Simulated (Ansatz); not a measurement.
# NaMgBr3 (model cell, started as cubic perovskite with Mg in the octahedra): following an unstable mode

Wanted: the energy along a soft mode of NaMgBr3 (model cell, started as cubic perovskite with Mg in the octahedra) and the structure at the end.

Method: DFT PBE, scalar-relativistic, plane waves, PAW, in Ansatz 0.2.0.

The structure was built from a prototype and need not be the compound's stable phase.

## (1) The structure

It takes space group Pm-3m (No. 221, cubic). Conventional cell: a = 5.313 Å, b = 5.313 Å, c = 5.313 Å, α = 90.00°, β = 90.00°, γ = 90.00°. Nearest to Na lie 12 Br at 3.76 Å. Nearest to Mg lie 6 Br at 2.66 Å. Nearest to Br lie 2 Mg at 2.66 Å and 4 Na at 3.76 Å. Farther neighbours and most contacts between anions are not listed.

Coordinates:

```cif
data_structure
_symmetry_space_group_name_H-M 'Pm-3m'
_symmetry_Int_Tables_number 221
_cell_length_a 5.3131
_cell_length_b 5.3131
_cell_length_c 5.3131
_cell_angle_alpha 90.000
_cell_angle_beta 90.000
_cell_angle_gamma 90.000
_cell_volume 149.98
loop_
_atom_site_label
_atom_site_type_symbol
_atom_site_symmetry_multiplicity
_atom_site_Wyckoff_symbol
_atom_site_fract_x
_atom_site_fract_y
_atom_site_fract_z
_atom_site_occupancy
Na1 Na 1 a 0.00000 0.00000 0.00000 1
Mg1 Mg 1 b 0.50000 0.50000 0.50000 1
Br1 Br 3 c 0.50000 0.50000 0.00000 1
```

## (2) The dispersion

The cell comes from relaxations at this level that are not shown. Stability and thermal properties need the whole zone. Linear response on a 2×2×2 q mesh gives force constants as far as a supercell of that size would, and the tensors from the zone-centre run are typed in so that the long-range dipole term is interpolated apart.

input.yaml reads:

```yaml
crystal:
  lattice:
    - [5.3131069714, 0.0, 0.0]
    - [0.0, 5.3131069714, 0.0]
    - [0.0, 0.0, 5.3131069714]
  atoms:
    - { symbol: Na, position: [0.0, 0.0, 0.0] }
    - { symbol: Mg, position: [0.5, 0.5, 0.5] }
    - { symbol: Br, position: [0.5, 0.5, 0.0] }
    - { symbol: Br, position: [0.5, 0.0, 0.5] }
    - { symbol: Br, position: [0.0, 0.5, 0.5] }
kpoints:
  mp_grid: { grid: [4, 4, 4] }
hamiltonian:
  xc: pbe
scf:
  occupations: { method: fixed }
output:
  eigenvalues: true
phonons:
  method: dfpt
  qmesh: [2, 2, 2]
  temperatures: { t_max: 1000, t_step: 50 }
  qpath:
    path:
      - [[0.0, 0.0, 0.0], [0.0, 0.5, 0.0], [0.5, 0.5, 0.0], [0.0, 0.0, 0.0], [0.5, 0.5, 0.5], [0.0, 0.5, 0.0]]
      - [[0.5, 0.5, 0.5], [0.5, 0.5, 0.0]]
    npoints: 10
  non_analytic_term:
    high_frequency_dielectric_tensor: [[3.1543, 0.0, 0.0], [0.0, 3.1543, 0.0], [0.0, 0.0, 3.1543]]
    born_effective_charges:
      - { species: Na, tensor: [[1.3661, 0.0, 0.0], [0.0, 1.3661, 0.0], [0.0, 0.0, 1.3661]] }
      - { species: Mg, tensor: [[2.4355, 0.0, 0.0], [0.0, 2.4355, 0.0], [0.0, 0.0, 2.4355]] }
      - { species: Br, tensor: [[-0.8514, 0.0, 0.0], [0.0, -0.8514, 0.0], [0.0, 0.0, -2.0989]] }
      - { species: Br, tensor: [[-0.8514, 0.0, 0.0], [0.0, -2.0989, 0.0], [0.0, 0.0, -0.8514]] }
      - { species: Br, tensor: [[-2.0989, 0.0, 0.0], [0.0, -0.8514, 0.0], [0.0, 0.0, -0.8514]] }
    source: "zone-centre run at this cell"
```

Run with:

```sh
> ansatz run input.yaml --threads 4 --pin off --max-ram 14336MiB --backend cpu --events-out ev --progress --plain --runs-dir out
```

Numbers of over 12 decimals in the logs are rounded to 6 here.

Output:

```text
Engine: ansatz 0.2.0, aarch64-unknown-linux-gnu
Pseudopotentials: kind: paw
Pseudopotential: Na, paw, valence charge 9, recommended cutoff 420 eV (normal), Na.paw.azcp
Pseudopotential: Mg, paw, valence charge 10, recommended cutoff 420 eV (normal), Mg.paw.azcp
Pseudopotential: Br, paw, valence charge 7, recommended cutoff 420 eV (normal), Br.paw.azcp
Functional definition: PBE
  parameter kappa = 0.804
  parameter beta = 0.066725
  exchange = pbe_x(kappa = kappa, mu = beta*pi^2/3)
  correlation = pbe_c(beta = beta)
Crystal: 5 atoms, lattice volume = 149.984 Å³
Basis set: ecut = 420 eV, 2945 PW (Γ), exchange–correlation on 72×72×72 points (8 copies of the dense FFT grid, shifted against one another)
Bands: 25, of which v1, the nominal top of the filled ones, is band 20 counted from 1 (19 counted from 0)
Symmetry: 48 space group operations
k-points: 10 of 64
Non-local potential: Na, projectors of the file, l = 0: 3, l = 1: 2, l = 2: 1
Non-local potential: Mg, projectors of the file, l = 0: 3, l = 1: 2, l = 2: 1
Non-local potential: Br, projectors of the file, l = 0: 2, l = 1: 2, l = 2: 2
PAW form: soft (Blöchl's): semilocal exchange-correlation on the pseudo side does not see the compensation charge
PAW one-centre angular grid: Na, 110 points (default); XC on 64 Gauss nodes
PAW one-centre angular grid: Mg, 110 points (default); XC on 64 Gauss nodes
PAW one-centre angular grid: Br, 110 points (default); XC on 64 Gauss nodes
Initial density: superposition of atomic densities (neutral atoms: chi_scale 0, normalization atom), corrected by the library's trained network
Initial wavefunctions: pseudopotential atomic-orbital guess
Functional: x = pbe(κ = 0.804, μ = 0.219515), c = pbe(β = 0.066725)
SCF iter   1: F=—  HF=-11766.626827 eV  |F-HF|=—  |Δ(HF+E_count)|=         —  Δρ=5.11e-4  dr2=9.98e-4  ethr=1.77e-3  ⟨swp⟩=6.9  Hψ=1131  notcnv=0  defer=26
preconditioner: auto → Resta (q_TF=auto, 2.189 Å⁻¹)  ε∞=2.9  [insulator: Δε(μ)=2.756 eV  Ē_g=10.680 eV  n_scr=26 (ndim 8)  ℏωp=14.9 eV  f_vac=0.116  ε∞_Penn≈2.9]
SCF iter   2: F=—  HF=-11766.626426 eV  |F-HF|=—  |Δ(HF+E_count)|=   4.01e-4  Δρ=2.58e-4  dr2=3.36e-4  ethr=2.50e-6  ⟨swp⟩=2.5  Hψ=568  notcnv=0  defer=29
SCF iter   3: F=—  HF=-11766.626444 eV  |F-HF|=—  |Δ(HF+E_count)|=   1.76e-5  Δρ=9.84e-5  dr2=2.93e-5  ethr=8.41e-7  ⟨swp⟩=2.0  Hψ=353  notcnv=0  defer=26
SCF iter   4: F=—  HF=-11766.626444 eV  |F-HF|=—  |Δ(HF+E_count)|=   1.59e-8  Δρ=2.82e-5  dr2=2.56e-6  ethr=7.32e-8  ⟨swp⟩=2.5  Hψ=393  notcnv=0  defer=23
SCF iter   5: F=—  HF=-11766.626440 eV  |F-HF|=—  |Δ(HF+E_count)|=   3.89e-6  Δρ=9.44e-6  dr2=1.15e-7  ethr=6.40e-9  ⟨swp⟩=2.0  Hψ=430  notcnv=0  defer=22
SCF iter   6: F=—  HF=-11766.626440 eV  |F-HF|=—  |Δ(HF+E_count)|=   5.56e-8  Δρ=3.67e-6  dr2=1.47e-8  ethr=2.87e-10  ⟨swp⟩=2.0  Hψ=396  notcnv=0  defer=22
SCF iter   7: F=—  HF=-11766.626440 eV  |F-HF|=—  |Δ(HF+E_count)|=   1.04e-8  Δρ=6.50e-7  dr2=7.32e-10  ethr=3.68e-11  ⟨swp⟩=2.0  Hψ=424  notcnv=0  defer=22
SCF iter   8: F=—  HF=-11766.626440 eV  |F-HF|=—  |Δ(HF+E_count)|=  4.91e-10  Δρ=2.03e-7  dr2=4.66e-11  ethr=1.83e-12  ⟨swp⟩=2.0  Hψ=440  notcnv=0  defer=22
SCF iter   9: F=-11766.626440 eV  HF=-11766.626440 eV  |F-HF|=7.28e-12  |Δ(HF+E_count)|=  1.46e-11  Δρ=5.48e-8  dr2=4.84e-12  ethr=1.00e-12  ⟨swp⟩=13.7  Hψ=1645  notcnv=0
SCF 1 converged in 9 iterations: F = -11766.626440 eV  dr2 = 4.84e-12
  greatest PAW one-centre occupation: 1.000 electrons in one spin orbital (limit 2), on the Mg atom at site 1 (counted from 0), in its partial waves of l = 0
NSCF: frozen V_eff on 10 k-points
NSCF: frozen V_eff on 27 k-points
DFPT response loops at q = (0, 0, 0) (fractional): preconditioner auto → none (the input reference at scf.mixing.eps_inf says where Resta's filter doesn't serve); β = 0.50; Broyden in place of MSR1
NSCF: frozen V_eff on 54 k-points
DFPT response loops at q = (0, 0, -0.5) (fractional): preconditioner auto → Resta (q_TF=auto, 2.189 Å⁻¹)  ε∞=4.7 (no band partly filled); β = 1.00, the filter's whole step (`scf.mixing.beta` (0.50) is not read by the response loops at its default; to damp them type it under 1.00, their step now; it binds the ground state too); Broyden in place of MSR1
NSCF: frozen V_eff on 54 k-points
DFPT response loops at q = (0, -0.5, -0.5) (fractional): mixed as the last ones told, above
NSCF: frozen V_eff on 54 k-points
DFPT response loops at q = (-0.5, -0.5, -0.5) (fractional): mixed as the last ones told, above
SCF converged after 9 iterations
Free energy (F): -11766.626440 eV
Harris-Foulkes:  -11766.626440 eV  (|F-HF|=7.28e-12)
Internal energy: -11766.626440 eV  (E = F + TS)
E sigma→0 (E₀):  -11766.626440 eV
Fermi energy:    1.941206 eV
--- Per-component energies (eV) ---
  E_band       = -676.560615
  E_kinetic    = 598.399412
  E_local      = -3978.789365  (includes V_loc(G=0)·N_el)
  E_nonlocal   = 420.965013
  E_hartree    = 1393.316399
  E_xc         = -862.761505
  E_vxc        = -399.799130  (∫ρ·V_xc dr)
  E_paw        = -7295.980245  (= ΣΔE_a)
  E_vpaw       = -103.969299  (= ΣTr[D̂ρ^β])
  E_aug_tail   = 0.000007  (compensation charges beyond the density's cutoff)
  E_ewald      = -2041.776156
  E_smearing   = -0.000000  (= −TS)
  E_closure    = 0.000000  (closes the sum)
  Σ components = -11766.626440   (vs F -11766.626440, Δ=0.00e0)
--- Band table (eV; the first three rows and the last of 10) ---
  k-point 0: bands = [... 16 lower, 1.1466, 1.4161, 1.4161, 1.4161, 4.6935, 5.1501, 8.9902, 8.9902, ... 1 higher]
  k-point 1: bands = [... 16 lower, 0.9565, 1.0370, 1.3383, 1.3383, 5.6229, 5.8479, 8.6408, 9.1949, ... 1 higher]
  k-point 2: bands = [... 16 lower, 0.6811, 0.9338, 1.3236, 1.3236, 6.9325, 6.9746, 7.5070, 9.4786, ... 1 higher]
  k-point 9: bands = [... 16 lower, 0.8385, 1.9412, 1.9412, 1.9412, 5.8272, 7.7971, 7.7971, 7.7971, ... 1 higher]
--- Phonons (Γ-DFPT): 4 representative perturbations + reference (Σ response iterations 12) ---
  ASR residual: 1.288e-4 → 0.000e0 eV/Å²; symmetrization residual: 4.860e-6 eV/Å²
  ASR residual per site (eV/Å²): 1.73e-5 1.29e-4 3.87e-5 3.87e-5 3.87e-5
  Γ frequencies (cm⁻¹): -78.87 -78.87 -78.87 0.00 0.00 0.00 24.95 24.95 24.95 84.53 84.53 84.53 202.97 202.97 202.97
--- Phonons (arbitrary-q DFPT): 4 irreducible q on the 2×2×2 mesh ---
  q = [0.0000, 0.0000, 0.0000] (star 1, of the zone-centre solve; hermiticity 1.80e-6, symmetrization 9.17e-13): -78.87 -78.87 -78.87 -0.00 0.00 0.00 24.95 24.95 24.95 84.53 84.53 84.53 202.97 202.97 202.97
  q = [0.0000, 0.0000, -0.5000] (star 3, 9 solved perturbations in 216 linear systems a pass and spin channel, the states on 27 of 64 k-point pairs; hermiticity 9.58e-7, symmetrization 2.01e-8): -73.21 -73.21 11.53 11.53 31.69 50.15 50.15 56.88 63.02 86.34 86.34 163.87 202.29 202.29 240.36
  q = [0.0000, -0.5000, -0.5000] (star 3, 9 solved perturbations in 216 linear systems a pass and spin channel, the states on 27 of 64 k-point pairs; hermiticity 1.30e-6, symmetrization 6.65e-8): -67.92 -67.92 -64.86 -57.80 42.80 42.80 62.43 62.43 82.63 91.86 105.48 173.01 201.78 248.59 248.59
  q = [-0.5000, -0.5000, -0.5000] (star 1, 4 solved perturbations in 81 linear systems a pass and spin channel, the states on 27 of 64 k-point pairs; hermiticity 1.06e-6, symmetrization 2.06e-8): -74.35 -74.35 -74.35 -58.02 -58.02 -58.02 86.27 86.27 86.27 103.91 103.91 185.17 253.31 253.31 253.31
  sum rule: each row above includes the acoustic sum rule's correction from the zone centre's row sums; it moved no ω² by more than (1.20 cm⁻¹)²
  mesh force constants: q→R imaginary residual 4.19e-18; ASR residual 1.288e-4 → 0.000e0 eV/Å²; symmetrization residual 7.105e-15 eV/Å²
  interpolated dispersion: 63 rows × 15 modes
  density of states and harmonic sums: on the 12×12×12 q-mesh, interpolated from the force constants of a 2×2×2 supercell (with the dipole–dipole term of supplied tensors)
  largest difference from the sums on the solved wave vectors: F 2.24e-1 eV, S 2.87e-4 and C_V 6.90e-5 eV/K
  zero-point energy: 0.078925 eV/cell   skipped modes (ω ≤ 0): 369, of them read as no rigid motion or as one in doubt: 366 (4.482e0 modes/cell left out, lowest -78.87 cm⁻¹)   left out of the sums: 2.99e-1 of the cell's modes: C_V's classical limit lies that fraction below 3 k_B per atom; for a crystal, a wire or a layer, F and S can be off by more, and a phonons.interpolated_qmesh denser along its periods is the remedy for the sampling
```

It took 47 s on 4 threads of Arm Neoverse V2, shared host; peak memory 0.68 GiB.

The column dr2 measures how far the density is from self-consistency, as an energy; F and HF (Harris–Foulkes) agree once it is small.

A gap read on the k-mesh alone can miss the band edges.

This step gave:

* gap on the k-mesh: 2.752 eV
* volume per atom: 30.00 Å³
* sum-rule residual before enforcement: 1.29e-4 eV/Å²
* lowest frequency on the path: -78.87 cm⁻¹
* point group: m-3m
* highest frequency on the path or at a solved wavevector: 272.3 cm⁻¹
* highest optical mode at the zone centre (no LO-TO term): 203.0 cm⁻¹
* lowest optical zone-centre mode: -78.87 cm⁻¹
* lowest mode on the q mesh (acoustic modes at Γ apart): -78.87 cm⁻¹

Frequencies (cm⁻¹) solved at each irreducible wavevector; negative means imaginary. Frequencies by wavevector, by row:

| q in reciprocal lattice units | star | mode 1 | mode 2 | mode 3 | mode 4 | mode 13 | mode 14 | mode 15 |
| --- | --- | --- | --- | --- | --- | --- | --- | --- |
| 0 0 0 | 1 | -78.9 | -78.9 | -78.9 | 0 | 203 | 203 | 203 |
| 0 0 -0.5 | 3 | -73.2 | -73.2 | 11.5 | 11.5 | 202.3 | 202.3 | 240.4 |
| 0 -0.5 -0.5 | 3 | -67.9 | -67.9 | -64.9 | -57.8 | 201.8 | 248.6 | 248.6 |
| -0.5 -0.5 -0.5 | 1 | -74.3 | -74.3 | -74.3 | -58 | 253.3 | 253.3 | 253.3 |

Interpolated from a 2×2×2 q mesh, with the LO-TO term (at Γ the limit along the path; where Γ stands inside the path, tables give the limit on arrival). Phonon branches along the path, in cm⁻¹:

| point | branch 1 | branch 2 | branch 3 | branch 4 | branch 12 | branch 13 | branch 14 | branch 15 |
| --- | --- | --- | --- | --- | --- | --- | --- | --- |
| Γ | -79 | -79 | -21 | 0 | 99 | 203 | 203 | 272 |
| halfway | -76 | -76 | 15 | 15 | 124 | 203 | 203 | 260 |
| X | -73 | -73 | 12 | 12 | 164 | 202 | 202 | 240 |
| halfway | -72 | -69 | -45 | -39 | 156 | 202 | 229 | 244 |
| M | -68 | -68 | -65 | -58 | 173 | 202 | 249 | 249 |
| halfway | -73 | -71 | -41 | -28 | 134 | 202 | 209 | 257 |
| Γ | -79 | -79 | -21 | 0 | 99 | 203 | 203 | 272 |
| halfway | -71 | -71 | -50 | -33 | 144 | 214 | 214 | 255 |
| R | -74 | -74 | -74 | -58 | 185 | 253 | 253 | 253 |
| halfway | -71 | -70 | -58 | -44 | 159 | 218 | 236 | 247 |
| X | -73 | -73 | 12 | 12 | 164 | 202 | 202 | 240 |
| jump to R | -74 | -74 | -74 | -58 | 185 | 253 | 253 | 253 |
| halfway | -70 | -70 | -70 | -58 | 173 | 228 | 251 | 251 |
| M | -68 | -68 | -65 | -58 | 173 | 202 | 249 | 249 |

Symmetry leaves 4 wavevectors to solve. The lowest mode among them, the acoustic zeros apart, lies at Γ and is imaginary, 78.9i cm⁻¹, so the energy falls along it.

## (3) The mode frozen in, largest atomic shift 0 Å

The mode followed lies at q = (-0.5, -0.5, -0.5) with frequency 74.4i cm⁻¹ and is 3-fold degenerate, one of the unstable modes though not the softest. At small amplitude the distorted cell has space group no. 166 by a symmetry search on the positions. The undistorted cell that holds it gives the zero of energy on the same k mesh.

System of this step: NaMgBr3 (model cell, started as cubic perovskite with Mg in the octahedra). It takes space group Pm-3m (No. 221, cubic). The conventional cell has a = 5.313 Å, b = 5.313 Å, c = 5.313 Å, α = 90.00°, β = 90.00°, γ = 90.00°. Na has 12 Br at 3.76 Å nearest. Nearest to Mg lie 6 Br at 2.66 Å. Br has 2 Mg at 2.66 Å and 4 Na at 3.76 Å nearest. Farther neighbours and most contacts between anions are not listed.

input.yaml reads:

```yaml
crystal:
  lattice:
    - [5.3131069714, 5.3131069714, 0.0]
    - [5.3131069714, 0.0, 5.3131069714]
    - [5.3131069714, 0.0, -5.3131069714]
  atoms:
    - { symbol: Na, position: [0.0, 0.0, 0.0] }
    - { symbol: Na, position: [0.0, 0.5, 0.5] }
    - { symbol: Mg, position: [0.5, 0.25, 0.75] }
    - { symbol: Mg, position: [0.5, 0.75, 0.25] }
    - { symbol: Br, position: [0.5, 0.5, 0.5] }
    - { symbol: Br, position: [0.5, 0.0, 0.0] }
    - { symbol: Br, position: [0.0, 0.0, 0.5] }
    - { symbol: Br, position: [0.0, 0.5, 0.0] }
    - { symbol: Br, position: [0.5, 0.0, 0.5] }
    - { symbol: Br, position: [0.5, 0.5, 0.0] }
kpoints:
  mp_grid: { grid: [4, 4, 4] }
hamiltonian:
  xc: pbe
scf:
  occupations: { method: gaussian, width: 0.02 }
output:
  forces: true
  stress: true
  eigenvalues: true
```

Output:

```text
[...]
Crystal: 10 atoms, lattice volume = 299.969 Å³
Basis set: ecut = 420 eV, 5961 PW (Γ), exchange–correlation on 108×108×108 points (8 copies of the dense FFT grid, shifted against one another)
Bands: 50, of which v1, the nominal top of the filled ones, is band 40 counted from 1 (39 counted from 0)
Symmetry: 96 space group operations
[...]
k-points: 8 of 64
[...]
k-point 0: bands = [... 36 lower, 1.4160, 1.9411, 1.9411, 1.9411, 4.6935, 5.1501, 5.8272, 7.7971, ... 3 higher]
  k-point 1: bands = [... 36 lower, 1.4103, 1.7417, 1.7417, 1.8083, 5.4044, 5.6591, 6.2009, 7.5099, ... 3 higher]
  k-point 2: bands = [... 36 lower, 1.5162, 1.5162, 1.5162, 1.5162, 6.5287, 6.5287, 6.6774, 6.6774, ... 3 higher]
  k-point 7: bands = [... 36 lower, 1.1105, 1.1105, 1.5626, 1.5626, 7.0963, 7.0963, 7.4466, 7.4466, ... 3 higher]
[key lines of the parts left out:]
SCF converged after 6 iterations
Free energy (F): -23533.253121 eV
Fermi energy:    3.317378 eV
P = ⅓ Tr σ = 0.0058 GPa (0.058 kbar)
```

Wall time 1.5 s (4 threads); peak memory 0.7 GiB; 5.4 s of CPU time.

This step gave:

* pressure: 0.005766 GPa
* energy from the undistorted cell: 0 meV/atom

At this level the gap is 2.75 eV on the k-mesh of the self-consistent run, which can miss the band edges.

## (4) The mode frozen in, largest atomic shift 0.6 Å

The atoms are moved along the unstable eigenvector, the largest shift by 0.6 Å, with the cell fixed.

input.yaml reads:

```yaml
crystal:
  lattice:
    - [5.3131069714, 5.3131069714, 0.0]
    - [5.3131069714, 0.0, 5.3131069714]
    - [5.3131069714, 0.0, -5.3131069714]
  atoms:
    - { symbol: Na, position: [0.0651991694, -0.0325995847, -0.0977987541] }
    - { symbol: Na, position: [-0.0651991694, 0.5325995847, 0.5977987541] }
    - { symbol: Mg, position: [0.5, 0.25, 0.75] }
    - { symbol: Mg, position: [0.5, 0.75, 0.25] }
    - { symbol: Br, position: [0.4931246037, 0.5068753963, 0.5068753963] }
    - { symbol: Br, position: [0.5068753963, -0.0068753963, -0.0068753963] }
    - { symbol: Br, position: [0.0, 0.0, 0.5068753963] }
    - { symbol: Br, position: [0.0, 0.5, -0.0068753963] }
    - { symbol: Br, position: [0.4931246037, 0.0, 0.5068753963] }
    - { symbol: Br, position: [0.5068753963, 0.5, -0.0068753963] }
kpoints:
  mp_grid: { grid: [4, 4, 4] }
hamiltonian:
  xc: pbe
scf:
  occupations: { method: gaussian, width: 0.02 }
output:
  forces: true
  stress: true
  eigenvalues: true
```

Output:

```text
[...]
Crystal: 10 atoms, lattice volume = 299.969 Å³
Basis set: ecut = 420 eV, 5961 PW (Γ), exchange–correlation on 108×108×108 points (8 copies of the dense FFT grid, shifted against one another)
Bands: 50, of which v1, the nominal top of the filled ones, is band 40 counted from 1 (39 counted from 0)
Symmetry: 12 space group operations
[...]
k-points: 13 of 64
[...]
k-point 0: bands = [... 36 lower, 1.3638, 1.8500, 1.8500, 1.9046, 4.6322, 5.3117, 6.0262, 7.6935, ... 3 higher]
  k-point 1: bands = [... 36 lower, 1.3367, 1.6517, 1.6517, 1.7747, 5.3361, 5.8004, 6.3829, 7.4195, ... 3 higher]
  k-point 2: bands = [... 36 lower, 1.4140, 1.4459, 1.4459, 1.5420, 6.4063, 6.6567, 6.6605, 6.7809, ... 3 higher]
  k-point 12: bands = [... 36 lower, 1.0526, 1.0546, 1.4922, 1.5046, 7.2239, 7.2637, 7.3811, 7.3825, ... 3 higher]
[key lines of the parts left out:]
SCF converged after 6 iterations
Free energy (F): -23533.392401 eV
Fermi energy:    3.268396 eV
P = ⅓ Tr σ = 0.3072 GPa (3.072 kbar)
```

The job ended after 2.4 s (4 threads; peak memory 0.75 GiB).

Numbers from this step:

| Quantity | Value |
| --- | --- |
| pressure | 0.3072 GPa |
| gap on the k-mesh | 2.728 eV |
| energy from the undistorted cell | -13.93 meV/atom |

The energy, extrapolated to zero smearing, is -13.93 meV/atom against the undistorted cell.

The run ends at a pressure of 0.31 GPa, with forces up to 0.15 eV/Å.

## (5) Energy along the mode, all amplitudes (two of the runs are shown above)

An imaginary frequency means negative curvature, so the energy should fall and then rise again as anharmonic terms take over.

This step gave:

```
depth at the lowest point sampled  : 13.93 meV/atom
largest atomic shift at that point : 0.6 Å
```

The energy from the parent by largest atomic shift:

| largest atomic shift (Å) | energy from the parent (meV/atom) |
| --- | --- |
| 0.000 | 0 |
| 0.040 | -0.08 |
| 0.080 | -0.321 |
| 0.140 | -0.975 |
| 0.220 | -2.36 |
| 0.320 | -4.83 |
| 0.450 | -8.90 |
| 0.600 | -13.9 |

Displacement at unit largest shift by atom:

| atom | x (Å) | y (Å) | z (Å) | size |
| --- | --- | --- | --- | --- |
| Na1 | -0.577 | 0.577 | 0.577 | 0.999 |
| Na2 | 0.577 | -0.577 | -0.577 | 0.999 |
| Mg3 | 0.000 | 0.000 | 0.000 | 0.000 |
| Mg4 | 0.000 | 0.000 | 0.000 | 0.000 |
| Br5 | 0.061 | -0.061 | 0.000 | 0.086 |
| Br6 | -0.061 | 0.061 | 0.000 | 0.086 |
| Br7 | 0.061 | 0.000 | -0.061 | 0.086 |
| Br8 | -0.061 | 0.000 | 0.061 | 0.086 |
| Br9 | 0.000 | -0.061 | -0.061 | 0.086 |
| Br10 | 0.000 | 0.061 | 0.061 | 0.086 |

The lowest of the steps tried is the last one, at 0.6 Å, 13.9 meV/atom below the parent; the bottom of the well need not coincide with a step.

(Part 1 of 3 ends here.)

[Logs are printed without paths, hosts, clocks, repeated set-up lines and the standing remarks that a program may print on its own settings, such as how far it seeks lower states.]

[Hosts, paths, dates, database ids (printed as entryN), source tags and the programs' standing remarks are cut or masked in the printed files.]
